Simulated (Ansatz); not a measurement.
# Charge trapping in a frame of liquid (Cs,K,Rb)(I,F) from 1300 K (108 atoms)

Aim: add and remove one electron in a frame of liquid (Cs,K,Rb)(I,F) from 1300 K (108 atoms), with atoms held and relaxed, and read trapping energy and localisation.

Method: Kohn-Sham DFT, PBE, PAW (set soft_2, large core), plane waves, in Ansatz 0.2.0.

### Step 1. Starting point

The cell holds 108 atoms: 22 Cs, 22 K, 10 Rb, 40 I and 14 F. Its edges and angles: a = 18.089 Å, b = 18.089 Å, c = 18.089 Å, α = 90.0°, β = 90.0°, γ = 90.0°. 108 atoms (22 Cs, 22 K, 10 Rb, 40 I, 14 F) placed at random at 2.8 g/cm³, melted at 1800 K for 10 ps at fixed volume with the Lennard-Jones and Coulomb ion parameters for SPC/E (Joung and Cheatham, J. Phys. Chem. B 112, 9020 (2008)), full charges. Snapshot at the end of a hold of 20 ps at 1300 K and fixed volume.

Limits known from the start: The network of bonds at the start is that of the classical potential that made the cell, and needn't be the one that DFT or experiment would give. The ion parameters were fitted for water, not for melts, so the starting structure of this cell may lie well off the real melt's. The Brillouin zone is sampled at Γ only, in a cell whose shortest periodic width is 18 Å. The levels lack spin–orbit coupling, which is large for the heavy elements here. The liquid is relaxed first, so the results are those of a frozen frame at zero temperature.

### Step 2. Single point at the start

A single point comes first, to see the forces before anything moves.

Contents of input.yaml:

```yaml
crystal:
  lattice:
    - [18.0892, 0.0, 0.0]
    - [0.0, 18.0892, 0.0]
    - [0.0, 0.0, 18.0892]
  atoms:
    - { symbol: Cs, position: [0.91418, 0.29656, 0.62081] }
    - { symbol: Cs, position: [0.29901, 0.74985, 0.40166] }
    - { symbol: Cs, position: [0.3863, 0.32317, 0.83544] }
    - { symbol: Cs, position: [0.543, 0.77714, 0.70151] }
    - { symbol: Cs, position: [0.02966, 0.64906, 0.44689] }
    - { symbol: Cs, position: [0.31418, 0.14693, 0.32322] }
    - { symbol: Cs, position: [0.80188, 0.7191, 0.65414] }
    - { symbol: Cs, position: [0.95632, 0.43508, 0.97042] }
    - { symbol: Cs, position: [0.58408, 0.42545, 0.22513] }
    - { symbol: Cs, position: [0.35309, 0.11396, 0.5959] }
    - { symbol: Cs, position: [0.20462, 0.49213, 0.9751] }
    - { symbol: Cs, position: [0.79504, 0.52609, 0.14558] }
    - { symbol: Cs, position: [0.64788, 0.13027, 0.2414] }
    - { symbol: Cs, position: [0.26921, 0.53926, 0.75486] }
    - { symbol: Cs, position: [0.55995, 0.89157, 0.43387] }
    - { symbol: Cs, position: [0.44641, 0.90734, 0.91382] }
    - { symbol: Cs, position: [0.1247, 0.23135, 0.89194] }
    - { symbol: Cs, position: [0.68743, 0.68407, 0.87889] }
    - { symbol: Cs, position: [0.15555, 0.03851, 0.0773] }
    - { symbol: Cs, position: [0.94184, 0.38105, 0.32382] }
    - { symbol: Cs, position: [0.87696, 0.0031, 0.44784] }
    - { symbol: Cs, position: [0.46681, 0.523, 0.90016] }
    - { symbol: K, position: [0.66496, 0.37313, 0.47945] }
    - { symbol: K, position: [0.13189, 0.01145, 0.502] }
    - { symbol: K, position: [0.82074, 0.5441, 0.50666] }
    - { symbol: K, position: [0.98431, 0.17765, 0.36663] }
    - { symbol: K, position: [0.31013, 0.129, 0.98168] }
    - { symbol: K, position: [0.60745, 0.68527, 0.34869] }
    - { symbol: K, position: [0.16525, 0.33251, 0.6674] }
    - { symbol: K, position: [0.03675, 0.56758, 0.71887] }
    - { symbol: K, position: [0.94673, 0.79385, 0.95673] }
    - { symbol: K, position: [0.11171, 0.11032, 0.6645] }
    - { symbol: K, position: [0.90994, 0.95393, 0.23367] }
    - { symbol: K, position: [0.49775, 0.41672, 0.68598] }
    - { symbol: K, position: [0.80934, 0.71339, 0.41946] }
    - { symbol: K, position: [0.23651, 0.76818, 0.02666] }
    - { symbol: K, position: [0.40417, 0.32322, 0.41435] }
    - { symbol: K, position: [0.68544, 0.0052, 0.96472] }
    - { symbol: K, position: [0.39323, 0.5363, 0.4927] }
    - { symbol: K, position: [0.33859, 0.39747, 0.22975] }
    - { symbol: K, position: [0.70587, 0.25846, 0.93011] }
    - { symbol: K, position: [0.2544, 0.85405, 0.66908] }
    - { symbol: K, position: [0.07164, 0.68723, 0.18483] }
    - { symbol: K, position: [0.63269, 0.59624, 0.55882] }
    - { symbol: Rb, position: [0.09948, 0.89846, 0.78847] }
    - { symbol: Rb, position: [0.91703, 0.12832, 0.81144] }
    - { symbol: Rb, position: [0.66474, 0.81441, 0.18192] }
    - { symbol: Rb, position: [0.08688, 0.25681, 0.17471] }
    - { symbol: Rb, position: [0.3244, 0.94925, 0.18332] }
    - { symbol: Rb, position: [0.73913, 0.4845, 0.7577] }
    - { symbol: Rb, position: [0.16532, 0.36567, 0.42036] }
    - { symbol: Rb, position: [0.57885, 0.11633, 0.72743] }
    - { symbol: Rb, position: [0.40913, 0.66245, 0.13513] }
    - { symbol: Rb, position: [0.9138, 0.08842, 0.03743] }
    - { symbol: I, position: [0.85999, 0.34958, 0.82295] }
    - { symbol: I, position: [0.77813, 0.32068, 0.11283] }
    - { symbol: I, position: [0.01823, 0.41513, 0.5466] }
    - { symbol: I, position: [0.50198, 0.19336, 0.55645] }
    - { symbol: I, position: [0.15236, 0.71101, 0.77026] }
    - { symbol: I, position: [0.27559, 0.19737, 0.77987] }
    - { symbol: I, position: [0.95263, 0.97117, 0.8519] }
    - { symbol: I, position: [0.42663, 0.47702, 0.09192] }
    - { symbol: I, position: [0.93473, 0.1115, 0.58412] }
    - { symbol: I, position: [0.92849, 0.84568, 0.37821] }
    - { symbol: I, position: [0.4286, 0.92196, 0.71438] }
    - { symbol: I, position: [0.87677, 0.55118, 0.31545] }
    - { symbol: I, position: [0.19082, 0.6833, 0.54526] }
    - { symbol: I, position: [0.31144, 0.96252, 0.44746] }
    - { symbol: I, position: [0.25766, 0.91458, 0.9133] }
    - { symbol: I, position: [0.54478, 0.6042, 0.7749] }
    - { symbol: I, position: [0.8186, 0.301, 0.43023] }
    - { symbol: I, position: [0.33079, 0.65391, 0.93408] }
    - { symbol: I, position: [0.90617, 0.68454, 0.80249] }
    - { symbol: I, position: [0.70234, 0.87564, 0.55218] }
    - { symbol: I, position: [0.25071, 0.31325, 0.02182] }
    - { symbol: I, position: [0.5384, 0.47252, 0.39412] }
    - { symbol: I, position: [0.74067, 0.99607, 0.14314] }
    - { symbol: I, position: [0.18612, 0.18259, 0.51788] }
    [... 24 atom lines left out ...]
    - { symbol: F, position: [0.61302, 0.82357, 0.31604] }
    - { symbol: F, position: [0.7848, 0.10826, 0.94074] }
    - { symbol: F, position: [0.05756, 0.2225, 0.7443] }
    - { symbol: F, position: [0.70547, 0.61826, 0.44241] }
    - { symbol: F, position: [0.39479, 0.4628, 0.76731] }
    - { symbol: F, position: [0.14231, 0.95676, 0.6536] }
kpoints:
  mp_grid: { grid: [1, 1, 1] }
hamiltonian:
  xc: pbe
  pseudopotentials: { kind: paw, core: large }
scf:
  occupations: { method: fermi_dirac, width: 0.112 }
output:
  forces: true
```

The run is started by

```console
$ ansatz run input.yaml --threads 11 --pin off --max-ram 102400MiB --backend cuda --events-out ev --progress --plain --runs-dir out
```

Log:

```text
band count auto-derived: 545 (N_el = 864.0; filled up to band 432; 540 by the electrons, moments and atoms)
[...]
Pseudopotentials: kind: paw
Pseudopotential: Cs, paw, valence charge 9, recommended cutoff 420 eV (normal), Cs.paw.azcp
Pseudopotential: K, paw, valence charge 9, recommended cutoff 420 eV (normal), K.paw.azcp
Pseudopotential: Rb, paw, valence charge 9, recommended cutoff 420 eV (normal), Rb.paw.azcp
Pseudopotential: I, paw, valence charge 7, recommended cutoff 420 eV (normal), I.paw.azcp#standard-large-core
Pseudopotential: F, paw, valence charge 7, recommended cutoff 420 eV (normal), F.paw.azcp
[... 5 lines on functional and potentials left out ...]
device memory: the entry about to start is reckoned to put 11.2 GiB on a device that reports 78.6 GiB free
GPU FFT provider: cuFFT
GPU libraries: cuBLAS 13.8.2, cuFFT 12.4.0, cuSOLVER 12.3.4
Crystal: 108 atoms, lattice volume = 5919.133 Å³
Basis set: ecut = 420 eV, 115505 PW (Γ), exchange–correlation on 250×250×250 points (8 copies of the dense FFT grid, shifted against one another)
Bands: 545, of which v1, the nominal top of the filled ones, is band 432 counted from 1 (431 counted from 0)
Symmetry: 1 space group operations
Space group: P1 (ITA 1), of the structure as read, at distance tolerance 1.8e-4 Å
k-points: 1
[... 11 lines on functional and potentials left out ...]
Initial density: superposition of atomic densities (chi_scale 0.1, normalization cell, long waves kept (reshape's long-wave potential 0.90 eV rms))
Initial wavefunctions: pseudopotential atomic-orbital guess
GPU buffer pool allocated for 1953125 grid points (all kernels)
GPU transforms: local potential and band sums: pruned to the plane-wave sphere, on 125×125×125
[...]
SCF iter   1: F=—  HF=-409846.399139 eV  |F-HF|=—  |Δ(HF+E_count)|=         —  Δρ=2.22e-1  dr2=7.47e3  ethr=3.10e-3  ⟨swp⟩=16.0  Hψ=3859  notcnv=0
preconditioner: auto → LDOS  [metal: Δε(μ)=0.036 eV  Ē_g=4.886 eV  σ=0.112 eV  W_gap=0.08  n_scr=750 (ndim 8)  ℏωp=8.7 eV  f_vac=0.078  D(μ)=79.66/eV (n_scr^D=388)  β→1.0]
[...]
SCF iter  20: F=—  HF=-409422.304848 eV  |F-HF|=—  |Δ(HF+E_count)|=   3.71e-7  Δρ=3.03e-6  dr2=5.55e-7  ethr=4.30e-10  ⟨swp⟩=3.0  Hψ=1015  notcnv=0  defer=54
SCF iter  21: F=-409422.304848 eV  HF=-409422.304848 eV  |F-HF|=2.31e-8  |Δ(HF+E_count)|=   1.39e-7  Δρ=1.31e-6  dr2=8.97e-8  ethr=1.16e-11  ⟨swp⟩=33.0  Hψ=6125  notcnv=0
SCF 1 converged in 21 iterations: F = -409422.304848 eV  dr2 = 8.97e-8
[...]
SCF converged after 21 iterations
Free energy (F): -409422.304848 eV
Harris-Foulkes:  -409422.304848 eV  (|F-HF|=2.31e-8)
Internal energy: -409422.304786 eV  (E = F + TS)
E sigma→0 (E₀):  -409422.304817 eV
Entropy (-TS):   -0.000062 eV (-0.001 meV/atom)
Fermi energy:    2.334568 eV
--- Per-component energies (eV) ---
[...]
Σ components = -409422.304848   (vs F -409422.304848, Δ=0.00e0)
--- Forces (eV/Å), atoms counted from 1 ---
  atom   1  Cs    -0.82093261    -0.65496710     0.91380395
  atom   2  Cs     0.08718036     0.13042541    -0.20995711
  atom   3  Cs     0.76340579     0.64768205     0.62348113
  atom   4  Cs     0.31482092     0.25651073    -0.53662118
[...]
atom 108  F      0.21313524     0.24792913    -0.08015521
  max |Σ_I F_I| component: 3.06e-5 eV/Å
```

Elapsed: 6.7 s, on 1 × NVIDIA H100 80GB HBM3 with 11 threads of AMD EPYC 7R13 (Zen 3), shared host; peak memory 2.4 GiB; 11 s of CPU time.

That memory is the host's; the program planned 11.2 GiB on the GPU.

The program notes that potentials were chosen by core size.

The r.m.s. force at the start is 0.42 eV/Å.

### Step 3. Relaxation

The atoms are relaxed in the fixed cell, aiming at the force tolerance of the input.

Contents of input.yaml:

```yaml
crystal:
  lattice:
    - [18.0892, 0.0, 0.0]
    - [0.0, 18.0892, 0.0]
    - [0.0, 0.0, 18.0892]
  atoms:
    [... the 108 atom lines of step 2 ...]
kpoints:
  mp_grid: { grid: [1, 1, 1] }
hamiltonian:
  xc: pbe
  pseudopotentials: { kind: paw, core: large }
scf:
  occupations: { method: fermi_dirac, width: 0.112 }
output:
  forces: true
relax:
  f_tol: 0.06
  max_steps: 150
```

Log:

```text
[...]
GPU FFT provider: cuFFT
GPU libraries: cuBLAS 13.8.2, cuFFT 12.4.0, cuSOLVER 12.3.4
Crystal: 108 atoms, lattice volume = 5919.133 Å³
Basis set: ecut = 420 eV, 115505 PW (Γ), exchange–correlation on 250×250×250 points (8 copies of the dense FFT grid, shifted against one another)
Bands: 545, of which v1, the nominal top of the filled ones, is band 432 counted from 1 (431 counted from 0)
Symmetry: 1 space group operations
[...]
k-points: 1
[...]
GPU buffer pool allocated for 1953125 grid points (all kernels)
[...]
SCF iter   1: F=—  HF=-409846.399171 eV  |F-HF|=—  |Δ(HF+E_count)|=         —  Δρ=2.22e-1  dr2=7.47e3  ethr=3.10e-3  ⟨swp⟩=16.0  Hψ=3859  notcnv=0
[...]
SCF iter  17: F=—  HF=-409422.304879 eV  |F-HF|=—  |Δ(HF+E_count)|=   1.25e-4  Δρ=5.65e-5  dr2=2.52e-4  ethr=1.21e-7  ⟨swp⟩=4.0  Hψ=1223  notcnv=0  defer=63
SCF iter  18: F=-409422.304839 eV  HF=-409422.304846 eV  |F-HF|=7.22e-6  |Δ(HF+E_count)|=   3.27e-5  Δρ=2.00e-5  dr2=2.26e-5  ethr=1.04e-8  ⟨swp⟩=4.0  Hψ=2494  notcnv=0
SCF 1 converged in 18 iterations: F = -409422.304839 eV  dr2 = 2.26e-5
[...]
relax step   1: F+E_penalty+E_count = -409422.30483875 eV  Δ(F+E_penalty+E_count) = +0.000e0 eV  max|allowed force component| = 1.638e0 eV/Å  Δτ_max = 0.0000 Å  (18 SCF iters, dr2 threshold 9.00e-5 eV, accepted)
[... from here on, the SCF cycles and remarks between the steps are left out ...]
relax step   2: F+E_penalty+E_count = -409426.53402260 eV  Δ(F+E_penalty+E_count) = -4.229e0 eV  max|allowed force component| = 6.734e-1 eV/Å  Δτ_max = 0.1948 Å  (6 SCF iters, dr2 threshold 1.00e-4 eV, accepted)
relax step   3: F+E_penalty+E_count = -409429.73045010 eV  Δ(F+E_penalty+E_count) = -3.196e0 eV  max|allowed force component| = 4.085e-1 eV/Å  Δτ_max = 0.1949 Å  (7 SCF iters, dr2 threshold 2.83e-5 eV, accepted)
relax step   4: F+E_penalty+E_count = -409431.64768154 eV  Δ(F+E_penalty+E_count) = -1.917e0 eV  max|allowed force component| = 2.372e-1 eV/Å  Δτ_max = 0.1949 Å  (7 SCF iters, dr2 threshold 2.82e-5 eV, accepted)
relax step   5: F+E_penalty+E_count = -409432.81450098 eV  Δ(F+E_penalty+E_count) = -1.167e0 eV  max|allowed force component| = 1.835e-1 eV/Å  Δτ_max = 0.1935 Å  (7 SCF iters, dr2 threshold 1.90e-5 eV, accepted)
relax step   6: F+E_penalty+E_count = -409433.54919736 eV  Δ(F+E_penalty+E_count) = -7.347e-1 eV  max|allowed force component| = 1.708e-1 eV/Å  Δτ_max = 0.1931 Å  (8 SCF iters, dr2 threshold 1.14e-5 eV, accepted)
relax step   7: F+E_penalty+E_count = -409434.16113784 eV  Δ(F+E_penalty+E_count) = -6.119e-1 eV  max|allowed force component| = 1.257e-1 eV/Å  Δτ_max = 0.1949 Å  (7 SCF iters, dr2 threshold 1.75e-5 eV, accepted)
relax step   8: F+E_penalty+E_count = -409434.55850529 eV  Δ(F+E_penalty+E_count) = -3.974e-1 eV  max|allowed force component| = 1.207e-1 eV/Å  Δτ_max = 0.1931 Å  (8 SCF iters, dr2 threshold 8.55e-6 eV, accepted)
relax step   9: F+E_penalty+E_count = -409434.89385701 eV  Δ(F+E_penalty+E_count) = -3.354e-1 eV  max|allowed force component| = 1.030e-1 eV/Å  Δτ_max = 0.2000 Å  (8 SCF iters, dr2 threshold 7.88e-6 eV, accepted)
relax step  10: F+E_penalty+E_count = -409435.22160519 eV  Δ(F+E_penalty+E_count) = -3.277e-1 eV  max|allowed force component| = 1.039e-1 eV/Å  Δτ_max = 0.1945 Å  (8 SCF iters, dr2 threshold 7.73e-6 eV, accepted)
relax step  11: F+E_penalty+E_count = -409435.44588346 eV  Δ(F+E_penalty+E_count) = -2.243e-1 eV  max|allowed force component| = 9.717e-2 eV/Å  Δτ_max = 0.1950 Å  (8 SCF iters, dr2 threshold 7.87e-6 eV, accepted)
relax step  12: F+E_penalty+E_count = -409435.64133612 eV  Δ(F+E_penalty+E_count) = -1.955e-1 eV  max|allowed force component| = 1.500e-1 eV/Å  Δτ_max = 0.1956 Å  (8 SCF iters, dr2 threshold 8.25e-6 eV, accepted)
relax step  13: F+E_penalty+E_count = -409435.82342118 eV  Δ(F+E_penalty+E_count) = -1.821e-1 eV  max|allowed force component| = 1.547e-1 eV/Å  Δτ_max = 0.1955 Å  (6 SCF iters, dr2 threshold 1.97e-5 eV, accepted)
relax step  14: F+E_penalty+E_count = -409436.01173997 eV  Δ(F+E_penalty+E_count) = -1.883e-1 eV  max|allowed force component| = 1.051e-1 eV/Å  Δτ_max = 0.1966 Å  (6 SCF iters, dr2 threshold 2.39e-5 eV, accepted)
relax step  15: F+E_penalty+E_count = -409436.20839810 eV  Δ(F+E_penalty+E_count) = -1.967e-1 eV  max|allowed force component| = 7.775e-2 eV/Å  Δτ_max = 0.1989 Å  (8 SCF iters, dr2 threshold 5.09e-6 eV, accepted)
relax step  16: F+E_penalty+E_count = -409436.34404756 eV  Δ(F+E_penalty+E_count) = -1.356e-1 eV  max|allowed force component| = 1.122e-1 eV/Å  Δτ_max = 0.1949 Å  (9 SCF iters, accepted)
relax step  17: F+E_penalty+E_count = -409436.45927823 eV  Δ(F+E_penalty+E_count) = -1.152e-1 eV  max|allowed force component| = 1.244e-1 eV/Å  Δτ_max = 0.1965 Å  (8 SCF iters, dr2 threshold 6.89e-6 eV, accepted)
relax step  18: F+E_penalty+E_count = -409436.55542550 eV  Δ(F+E_penalty+E_count) = -9.615e-2 eV  max|allowed force component| = 7.693e-2 eV/Å  Δτ_max = 0.1992 Å  (7 SCF iters, dr2 threshold 1.55e-5 eV, accepted)
relax step  19: F+E_penalty+E_count = -409436.63809548 eV  Δ(F+E_penalty+E_count) = -8.267e-2 eV  max|allowed force component| = 8.315e-2 eV/Å  Δτ_max = 0.1939 Å  (9 SCF iters, accepted)
relax step  20: F+E_penalty+E_count = -409436.70885726 eV  Δ(F+E_penalty+E_count) = -7.076e-2 eV  max|allowed force component| = 8.281e-2 eV/Å  Δτ_max = 0.1929 Å  (9 SCF iters, accepted)
relax step  21: F+E_penalty+E_count = -409436.77966049 eV  Δ(F+E_penalty+E_count) = -7.080e-2 eV  max|allowed force component| = 8.105e-2 eV/Å  Δτ_max = 0.1952 Å  (6 SCF iters, dr2 threshold 6.80e-6 eV, accepted)
relax step  22: F+E_penalty+E_count = -409436.84011658 eV  Δ(F+E_penalty+E_count) = -6.046e-2 eV  max|allowed force component| = 9.260e-2 eV/Å  Δτ_max = 0.1947 Å  (6 SCF iters, dr2 threshold 6.29e-6 eV, accepted)
relax step  23: F+E_penalty+E_count = -409436.89442232 eV  Δ(F+E_penalty+E_count) = -5.431e-2 eV  max|allowed force component| = 6.653e-2 eV/Å  Δτ_max = 0.1951 Å  (6 SCF iters, dr2 threshold 8.21e-6 eV, accepted)
relax step  24: F+E_penalty+E_count = -409436.94463149 eV  Δ(F+E_penalty+E_count) = -5.021e-2 eV  max|allowed force component| = 3.721e-2 eV/Å  Δτ_max = 0.1957 Å  (9 SCF iters, accepted)
relax step  25: F+E_penalty+E_count = -409436.99524266 eV  Δ(F+E_penalty+E_count) = -5.061e-2 eV  max|allowed force component| = 3.813e-2 eV/Å  Δτ_max = 0.1937 Å  (9 SCF iters, accepted)
relax step  26: F+E_penalty+E_count = -409437.03430159 eV  Δ(F+E_penalty+E_count) = -3.906e-2 eV  max|allowed force component| = 4.824e-2 eV/Å  Δτ_max = 0.1993 Å  (9 SCF iters, accepted)
relax step  27: F+E_penalty+E_count = -409437.05651709 eV  Δ(F+E_penalty+E_count) = -2.222e-2 eV  max|allowed force component| = 7.722e-2 eV/Å  Δτ_max = 0.1949 Å  (9 SCF iters, accepted)
relax step  28: F+E_penalty+E_count = -409437.08343607 eV  Δ(F+E_penalty+E_count) = -2.692e-2 eV  max|allowed force component| = 2.452e-2 eV/Å  Δτ_max = 0.1233 Å  (6 SCF iters, dr2 threshold 5.96e-6 eV, accepted)
relax step  29: F+E_penalty+E_count = -409437.08343703 eV  Δ(F+E_penalty+E_count) = -9.591e-7 eV  max|allowed force component| = 2.449e-2 eV/Å  Δτ_max = 0.0000 Å  (4 SCF iters, accepted)
[...]
NSCF: frozen V_eff on 1 k-points
the band table was solved once a step of the walk had ended and its energy, with any forces and stress, was formed, with the checks that follow a solve (3528 applications of the Hamiltonian). They found nothing against the state; the energy, forces and stress were not computed again (output.eigenvalues in the input reference)
SCF converged after 4 iterations
Free energy (F): -409437.083437 eV
[...]
Internal energy: -409437.083428 eV  (E = F + TS)
E sigma→0 (E₀):  -409437.083433 eV
Entropy (-TS):   -0.000009 eV (-0.000 meV/atom)
Fermi energy:    2.242937 eV
[...]
Σ components = -409437.083437   (vs F -409437.083437, Δ=0.00e0)
--- Forces (eV/Å), atoms counted from 1 ---
  atom   1  Cs    -0.00108787     0.00462666     0.00894636
  atom   2  Cs    -0.00620050    -0.01538107     0.02284788
  atom   3  Cs     0.00222265    -0.00135011     0.01272186
  atom   4  Cs     0.01425353     0.00385812    -0.01544796
[...]
atom 108  F      0.01848533    -0.02418032     0.00970286
  max |Σ_I F_I| component: 2.36e-5 eV/Å
--- Band table (eV) ---
[...]
--- Relaxed structure (29 steps of the walk, 29 accepted, 0 SCFs on fresh bases) ---
  F+E_penalty+E_count = -409437.08343703 eV   max|allowed force component| = 2.449e-2 eV/Å
  atoms:
    - { symbol: Cs, position: [0.950653, 0.286280, 0.620213] }
    - { symbol: Cs, position: [0.300394, 0.739433, 0.359710] }
    - { symbol: Cs, position: [0.354365, 0.347803, 0.884417] }
    - { symbol: Cs, position: [0.553496, 0.815711, 0.664131] }
[...]
- { symbol: F, position: [0.174272, 0.996069, 0.643970] }
```

Wall time 53 s (1 × NVIDIA H100 80GB HBM3 with 11 threads); peak memory 2.5 GiB; 2.4 min of CPU time.

That memory is the host's; the program planned 11.2 GiB on the GPU.

The relaxation converged after 29 steps, 14.8 eV below its start, with a largest force component of 0.024 eV/Å.

(Continued in part 2 of 4.)

[Long decimals in the printed logs are rounded to 6 places.]

[Logs are printed without paths, hosts, clocks, repeated set-up lines and the standing remarks that a program may print on its own settings, such as how far it seeks lower states.]

[Hosts, paths, dates, database ids (printed as entryN), source tags and the programs' standing remarks are cut or masked in the printed files.]
